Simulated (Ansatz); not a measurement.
# A convergence test on GaAs (F-43m): k mesh of the hybrid

Aim: see how gap, energy and time of GaAs (F-43m) follow the k mesh of the hybrid.

Program: Ansatz 0.2.0. Level of theory: DFT, HSE06, plane waves, PAW. Results are calculated unless marked as measured.

## 1. Set-up

The structure is cubic, space group F-43m (No. 216). The conventional cell has a = 5.654 Å, b = 5.654 Å, c = 5.654 Å, α = 90.00°, β = 90.00°, γ = 90.00°. Nearest to Ga lie 4 As at 2.45 Å. Nearest to As lie 4 Ga at 2.45 Å. Farther neighbours are not listed.

The cell and positions come from the Crystallography Open Database and are kept as given unless a step says otherwise. The default PAW set here is soft_2. Its files were made with PBE.

## 2. k mesh of the hybrid: 2×2×2

Input file input.yaml:

```yaml
crystal:
  lattice:
    - [0.0, 2.82685, 2.82685]
    - [2.82685, 0.0, 2.82685]
    - [2.82685, 2.82685, 0.0]
  atoms:
    - { symbol: Ga, position: [0.0, 0.0, 0.0] }
    - { symbol: As, position: [0.25, 0.25, 0.25] }
kpoints:
  mp_grid: { grid: [2, 2, 2] }
  band_path:
    path:
      - [0.0, 0.0, 0.0]
      - [-0.5, -0.5, 0.0]
      - [-0.375, -0.375, 0.25]
      - [-0.375, 0.0, 0.375]
      - [0.0, 0.0, 0.5]
      - [-0.5, -0.25, 0.25]
    npoints: 1
hamiltonian:
  xc: hse06
scf:
  occupations: { method: fixed }
  n_extra_bands: 4
output:
  eigenvalues: true
  write_density: true
  write_potential: true
  elf: true
  volumetric_format: npy
```

Run with:

```bash
$ ansatz run input.yaml --threads 3 --pin off --max-ram 92160MiB --backend cuda --events-out ev --progress --plain --runs-dir out --devices 1 --max-vram 13GiB  # rebuilt from the run's record
```

Numbers of over 12 decimals in the logs are rounded to 6 here.

Output:

```text
scf.n_extra_bands = 4 over 14 filled bands (N_el = 28.0): the run solves 18 bands
exact exchange: scf.exx.singularity resolves to wigner_seitz, which cuts the screened interaction at the faces of the exchange supercell's Wigner-Seitz cell, so that each pair interacts once, at the shortest of its separations (the periodic images that this leaves out come, for a point-like exchange hole, to about 0.103 eV on a filled level). The cut falls within the interaction's reach, and what an exchange supercel [...]
GPUs: using 1 of 1 available (devices: 1).
Engine: ansatz 0.2.0, x86_64-unknown-linux-gnu
Pseudopotentials: kind: paw
Pseudopotential: Ga, paw, valence charge 13, recommended cutoff 420 eV (normal), Ga.paw.azcp
Pseudopotential: As, paw, valence charge 15, recommended cutoff 420 eV (normal), As.paw.azcp
Functional definition: HSE06
  parameter a = 0.25
  parameter omega = 0.11/bohr
  exchange = pbe_x - a*pbe_x_sr(omega) + a*exact_x_sr(omega)
  correlation = pbe_c
davidson cushion auto → on  (no smearing: the cushion is to keep the highest requested band from converging to the state above it; pin scf.eigensolver.cushion to override)
device memory: the entry about to start is reckoned to put 0.8 GiB on a device that reports 37.4 GiB free (of which the cap on the GPU budget leaves the run 13.0 GiB)
GPU FFT provider: cuFFT
GPU libraries: cuBLAS 13.8.2, cuFFT 12.4.0, cuSOLVER 12.3.4
Crystal: 2 atoms, lattice volume = 45.179 Å³
Basis set: ecut = 420 eV, 893 PW (Γ)
Bands: 18, of which v1, the nominal top of the filled ones, is band 14 counted from 1 (13 counted from 0)
Symmetry: 24 space group operations
Space group: F-43m (ITA 216), of the structure as read, at distance tolerance 3.6e-5 Å
k-points: 3 of 8
Non-local potential: Ga, projectors of the file, l = 0: 2, l = 1: 2, l = 2: 3, l = 3: 1
Non-local potential: As, projectors of the file, l = 0: 2, l = 1: 2, l = 2: 3, l = 3: 1
PAW form: soft (Blöchl's): semilocal exchange-correlation on the pseudo side does not see the compensation charge
PAW frozen core: Ga, regenerated for the run's functional, and the local potential with it (the file was generated under x = pbe(κ = 0.804, μ = 0.219515), c = pbe(β = 0.066725))
PAW frozen core: As, regenerated for the run's functional, and the local potential with it (the file was generated under x = pbe(κ = 0.804, μ = 0.219515), c = pbe(β = 0.066725))
PAW one-centre angular grid: Ga, 590 points (default); XC on 64 Gauss nodes
PAW one-centre angular grid: As, 590 points (default); XC on 64 Gauss nodes
Initial density: superposition of atomic densities (neutral atoms: chi_scale 0, normalization atom), corrected by the library's trained network
Initial wavefunctions: pseudopotential atomic-orbital guess
GPU buffer pool allocated for 19683 grid points (all kernels)
GPU transforms: local potential and band sums: pruned to the plane-wave sphere, on 25×27×27
Functional: x = pbe(κ = 0.804, μ = 0.219515), c = pbe(β = 0.066725), warm-up for x = pbe(κ = 0.804, μ = 0.219515) + 0.25 (exact − pbe) at short range (hse, ω = 0.207870 Å⁻¹), c = pbe(β = 0.066725); HSE06 as pw.x's `hse` composes it (authors' and Libxc's form: `xc: wpbeh`)
SCF iter   1: F=—  HF=-8637.443443 eV  |F-HF|=—  |Δ(HF+E_count)|=         —  Δρ=1.63e-2  dr2=1.65e-1  ethr=1.77e-3  ⟨swp⟩=5.7  Hψ=216  notcnv=0
preconditioner: auto → none  [insulator: Δε(μ)=0.511 eV  Ē_g=15.253 eV  n_scr=14 (ndim 8)  ℏωp=23.4 eV  f_vac=0.086]
iter 2 solved again at ethr=5.18e-5 eV; its pass at ethr=5.91e-4 eV (dr2=1.45e-2 eV) is discarded
SCF iter   2: F=—  HF=-8637.408236 eV  |F-HF|=—  |Δ(HF+E_count)|=   3.52e-2  Δρ=6.46e-3  dr2=1.45e-2  ethr=5.18e-5  ⟨swp⟩=2.3  Hψ=257  notcnv=0
SCF iter   3: F=—  HF=-8637.408793 eV  |F-HF|=—  |Δ(HF+E_count)|=   5.56e-4  Δρ=2.40e-3  dr2=2.36e-3  ethr=5.18e-5  ⟨swp⟩=3.0  Hψ=132  notcnv=0
SCF iter   4: F=—  HF=-8637.409629 eV  |F-HF|=—  |Δ(HF+E_count)|=   8.37e-4  Δρ=5.53e-4  dr2=6.68e-5  ethr=8.43e-6  ⟨swp⟩=3.0  Hψ=159  notcnv=0
[...]
preconditioner: auto → none  [insulator: Δε(μ)=1.712 eV  Ē_g=18.131 eV  n_scr=14 (ndim 8)  ℏωp=23.4 eV  f_vac=0.137]
SCF iter   2: F=—  HF=-8639.278706 eV  |F-HF|=—  |Δ(HF+E_count)|=   1.98e-2  Δρ=2.25e-3  dr2=2.18e-3  ethr=4.48e-7  ⟨swp⟩=4.3  Hψ=229  notcnv=0
SCF iter   3: F=—  HF=-8639.286882 eV  |F-HF|=—  |Δ(HF+E_count)|=   8.18e-3  Δρ=2.74e-3  dr2=1.26e-3  ethr=4.48e-7  ⟨swp⟩=4.0  Hψ=223  notcnv=0
SCF iter   4: F=—  HF=-8639.286726 eV  |F-HF|=—  |Δ(HF+E_count)|=   1.56e-4  Δρ=9.34e-4  dr2=2.13e-4  ethr=4.48e-7  ⟨swp⟩=4.0  Hψ=167  notcnv=0
SCF iter   5: F=—  HF=-8639.286740 eV  |F-HF|=—  |Δ(HF+E_count)|=   1.35e-5  Δρ=3.66e-5  dr2=1.22e-5  ethr=4.48e-7  ⟨swp⟩=3.0  Hψ=129  notcnv=0
SCF iter   6: F=—  HF=-8639.286941 eV  |F-HF|=—  |Δ(HF+E_count)|=   2.01e-4  Δρ=2.15e-4  dr2=8.55e-6  ethr=2.39e-9  ⟨swp⟩=5.0  Hψ=227  notcnv=0
SCF iter   7: F=-8639.286933 eV  HF=-8639.286933 eV  |F-HF|=3.30e-7  |Δ(HF+E_count)|=   7.58e-6  Δρ=1.83e-5  dr2=1.90e-7  ethr=2.39e-9  ⟨swp⟩=4.0  Hψ=189  notcnv=0
SCF 2 stopped early in 7 iterations: F = -8639.286933 eV  dr2 = 1.90e-7
hybrid outer 1: dexx = +9.867e-3 eV, tail = 5.86e-5 eV
GPU FFT provider: cuFFT
GPU libraries: cuBLAS 13.8.2, cuFFT 12.4.0, cuSOLVER 12.3.4
GPU buffer pool allocated for 19683 grid points (all kernels)
GPU transforms: local potential and band sums: pruned to the plane-wave sphere, on 25×27×27
Exchange kernel: α = 0.2500, screened, ω = 0.2079 Å⁻¹, Wigner–Seitz truncation, v(0) = 714.9940 eV·Å³, q-mesh 2×2×2, nearest image of the exchange supercell L = 8.00 Å, pair-density grid 15×15×15, without the augmentation charges, whose exchange is taken in its separable form by FFT convolution over the k-point mesh (sized by the pseudopotential files, 24×24×24 at the most), smooth part of the exact exchange by density-matrix convolution in up to 223.4 MiB of GPU memory as planned if the GPU has room (build and FFT work areas not counted)
Frozen-core exchange: fock
SCF iter   1: F=—  HF=-8639.286906 eV  |F-HF|=—  |Δ(HF+E_count)|=         —  Δρ=6.96e-5  dr2=2.45e-6  ethr=1.05e-6  ⟨swp⟩=2.7  Hψ=124  notcnv=0
preconditioner: auto → none  [insulator: Δε(μ)=1.778 eV  Ē_g=17.951 eV  n_scr=14 (ndim 8)  ℏωp=23.4 eV  f_vac=0.136]
SCF iter   2: F=—  HF=-8639.286907 eV  |F-HF|=—  |Δ(HF+E_count)|=   9.31e-7  Δρ=3.15e-5  dr2=3.67e-7  ethr=7.24e-9  ⟨swp⟩=4.0  Hψ=204  notcnv=0
SCF iter   3: F=—  HF=-8639.286908 eV  |F-HF|=—  |Δ(HF+E_count)|=   6.72e-7  Δρ=1.45e-5  dr2=1.15e-7  ethr=7.65e-10  ⟨swp⟩=3.7  Hψ=175  notcnv=0
iter 4 solved again at ethr=3.78e-12 eV; its pass at ethr=3.04e-10 eV (dr2=1.06e-9 eV) is discarded
SCF iter   4: F=-8639.286908 eV  HF=-8639.286908 eV  |F-HF|=3.79e-8  |Δ(HF+E_count)|=   1.87e-8  Δρ=1.83e-6  dr2=3.85e-9  ethr=3.78e-12  ⟨swp⟩=3.0  Hψ=282  notcnv=0
SCF 3 converged in 4 iterations: F = -8639.286908 eV  dr2 = 3.85e-9
hybrid outer 2: dexx = +9.253e-7 eV, tail = 1.61e-7 eV, Δε = 3.01e-3 eV (about 2.34e-4 eV left of the loop's levels)
device memory: the entry about to start is reckoned to put 0.3 GiB on a device that reports 37.3 GiB free (of which the cap on the GPU budget leaves the run 13.0 GiB)
NSCF: frozen V_eff on 6 k-points
hybrid SCF converged: 2 outer / 11 inner (+5 warm-up), last move |dexx| = 9.25e-7 eV, tail = 1.61e-7 eV
Stability not checked: this state was not tested for a lower state beside it, because the functional holds exact exchange (a hybrid, or Hartree-Fock), whose exchange loop this test does not read (fock_operator; see scf.lower_state_search)
Free energy (F): -8639.286908 eV
Frozen-core exchange: fock
Harris-Foulkes:  -8639.286908 eV  (|F-HF|=3.79e-8)
Internal energy: -8639.286908 eV  (E = F + TS)
E sigma→0 (E₀):  -8639.286908 eV
Fermi energy:    7.904971 eV
--- Per-component energies (eV) ---
  E_band       = -376.173877
  E_kinetic    = 222.123620
  E_local      = -3933.356679  (includes V_loc(G=0)·N_el)
  E_nonlocal   = -241.717174
  E_hartree    = 1992.265012
  E_xc         = -119.010801
  E_vxc        = -109.693557  (∫ρ·V_xc dr)
  E_exx        = -109.735552  (= α·E_x^exact, valence–valence)
  E_paw        = -3750.479407  (= ΣΔE_a)
  E_vpaw       = -78.588589  (= ΣTr[D̂ρ^β])
  E_aug_tail   = -0.000141  (compensation charges beyond the density's cutoff)
  E_ewald      = -2698.727786
  E_core_change = -0.647998  (= ΣΔE_core)
  E_smearing   = -0.000000  (= −TS)
  E_closure    = 0.000000  (closes the sum)
  Σ components = -8639.286908   (vs F -8639.286908, Δ=1.82e-12)
--- Band table (eV) ---
  k-point 0: bands = [... 10 lower, -5.8275, 7.9050, 7.9050, 7.9050, 9.6830, 12.4824, 12.4824, 12.4824]
  k-point 1: bands = [... 10 lower, -3.8874, 0.8447, 6.6857, 6.6857, 9.9100, 13.4110, 13.4110, 16.6871]
  k-point 2: bands = [... 10 lower, -3.0212, 0.5999, 5.0486, 5.0486, 10.1282, 10.4307, 19.4790, 19.4790]
```

The job ended after 6.7 s (1 × NVIDIA H100 80GB HBM3 (shared by 6 runs) with 3 threads of AMD EPYC 7R13 (Zen 3), shared host; peak memory 1 GiB; 6.8 s of CPU time).

Numbers from this step:

* gap: 1.778 eV
* valence top at: Γ
* conduction bottom at: Γ
* least direct gap: 1.778 eV
* exact-exchange fraction: 0.25

The gap is direct, at Γ.

## 3. k mesh of the hybrid: 4×4×4

input.yaml: that of step 2 with these lines changed.

```diff
@@ -9,3 +9,3 @@
 kpoints:
-  mp_grid: { grid: [2, 2, 2] }
+  mp_grid: { grid: [4, 4, 4] }
   band_path:
@@ -26,5 +26 @@
   eigenvalues: true
-  write_density: true
-  write_potential: true
-  elf: true
-  volumetric_format: npy
```

Output:

```text
[...]
GPUs: using 1 of 1 available (devices: 1).
[...]
GPU FFT provider: cuFFT
GPU libraries: cuBLAS 13.8.2, cuFFT 12.4.0, cuSOLVER 12.3.4
Crystal: 2 atoms, lattice volume = 45.179 Å³
Basis set: ecut = 420 eV, 893 PW (Γ)
Bands: 18, of which v1, the nominal top of the filled ones, is band 14 counted from 1 (13 counted from 0)
Symmetry: 24 space group operations
[...]
k-points: 8 of 64 (time reversal used)
[...]
E sigma→0 (E₀):  -8641.449651 eV
Fermi energy:    7.789767 eV
[...]
--- Band table (eV; the first three rows and the last of 8) ---
  k-point 0: bands = [... 10 lower, -6.1383, 7.7898, 7.7898, 7.7898, 9.2632, 12.3313, 12.3313, 12.3313]
  k-point 1: bands = [... 10 lower, -5.3903, 3.4108, 7.0676, 7.0676, 10.0760, 13.2488, 13.2488, 14.7418]
  k-point 2: bands = [... 10 lower, -4.2115, 0.5902, 6.5573, 6.5573, 9.5862, 13.2527, 13.2527, 16.4412]
  k-point 7: bands = [... 10 lower, -3.3229, 0.6321, 3.9669, 4.2008, 13.2574, 13.4354, 14.1857, 14.6591]
[key lines of the parts left out:]
Free energy (F): -8641.449651 eV
```

Wall time 11 s (1 × NVIDIA H100 80GB HBM3 (shared by 6 runs) with 3 threads); peak memory 1 GiB; 12 s of CPU time.

Numbers from this step:

| Item | Value |
| --- | --- |
| gap | 1.473 eV |
| valence top at | Γ |
| conduction bottom at | Γ |
| least direct gap | 1.473 eV |

The gap is 1.473 eV, −0.305 eV from the run before at this level.

## 4. k mesh of the hybrid: 6×6×6

input.yaml: that of step 3 with these lines changed.

```diff
@@ -9,3 +9,3 @@
 kpoints:
-  mp_grid: { grid: [4, 4, 4] }
+  mp_grid: { grid: [6, 6, 6] }
   band_path:
```

Output:

```text
[...]
GPUs: using 1 of 1 available (devices: 1).
[...]
GPU FFT provider: cuFFT
GPU libraries: cuBLAS 13.8.2, cuFFT 12.4.0, cuSOLVER 12.3.4
Crystal: 2 atoms, lattice volume = 45.179 Å³
Basis set: ecut = 420 eV, 893 PW (Γ)
Bands: 18, of which v1, the nominal top of the filled ones, is band 14 counted from 1 (13 counted from 0)
Symmetry: 24 space group operations
[...]
k-points: 16 of 216 (time reversal used)
[...]
E sigma→0 (E₀):  -8641.584826 eV
Fermi energy:    7.779809 eV
[...]
--- Band table (eV; the first three rows and the last of 16) ---
  k-point 0: bands = [... 10 lower, -6.1764, 7.7798, 7.7798, 7.7798, 9.2001, 12.3140, 12.3140, 12.3140]
  k-point 1: bands = [... 10 lower, -5.8320, 4.9901, 7.3774, 7.3774, 10.2363, 12.8980, 12.8980, 13.3239]
  k-point 2: bands = [... 10 lower, -4.9308, 1.9829, 6.7834, 6.7834, 9.7747, 13.3203, 13.3203, 16.0492]
  k-point 15: bands = [... 10 lower, -3.3818, 0.5521, 4.1482, 4.3257, 11.7567, 12.0469, 15.9275, 16.2241]
[key lines of the parts left out:]
Free energy (F): -8641.584826 eV
```

Wall time 17 s (1 × NVIDIA H100 80GB HBM3 (shared by 6 runs) with 3 threads); peak memory 1.2 GiB; 21 s of CPU time.

Numbers from this step:

* gap: 1.420 eV
* valence top at: Γ
* conduction bottom at: Γ
* least direct gap: 1.420 eV

The gap is 1.420 eV, −0.053 eV from the run before at this level.

## 5. The series

Differences are against the last row; a negative gap means that bands overlap, and a run with a band path holds that path's time. Times are wall times on 1 × NVIDIA H100 80GB HBM3 (shared by 6 runs) with 3 threads of AMD EPYC 7R13 (Zen 3), shared host, good to a factor of about two.

| k mesh of the hybrid | gap (eV) | direct gap (eV) | gap error (eV) | energy error (meV/atom) | irreducible k | time |
| --- | --- | --- | --- | --- | --- | --- |
| 2×2×2 | 1.778 | 1.778 | +0.358 | +1149.0 | 3 | 6.7 s |
| 4×4×4 | 1.473 | 1.473 | +0.053 | +67.6 | 8 | 11 s |
| 6×6×6 | 1.420 | 1.420 | +0.000 | +0.0 | 16 | 17 s |

## 6. What came out

- 2×2×2: 1.778 eV
- 4×4×4: 1.473 eV
- 6×6×6: 1.420 eV

**Reading.** The gap holds to 0.02 eV from 6×6×6 on, the last run itself, so the series does not show convergence. At 2×2×2 the gap is off by +0.358 eV and the energy by +1149 meV/atom. The gap is read over the mesh and added points near the edges, so meshes differ mainly through the density and, for a hybrid, the exchange operator.

[Paths, hosts, dates, memory and timing lines, banners, echoed tables and standing remarks are left out of the program output.]

[Logs are printed without paths, hosts, clocks, repeated set-up lines and the standing remarks that a program may print on its own settings, such as how far it seeks lower states.]

[Runs of the session that timed out or met a known fault of the program may be left out.]

[Cells called generated may have been cut or substituted from an entry of the Crystallography Open Database or the Materials Project.]

[Hosts, paths, dates, database ids (printed as entryN), source tags and the programs' standing remarks are cut or masked in the printed files.]
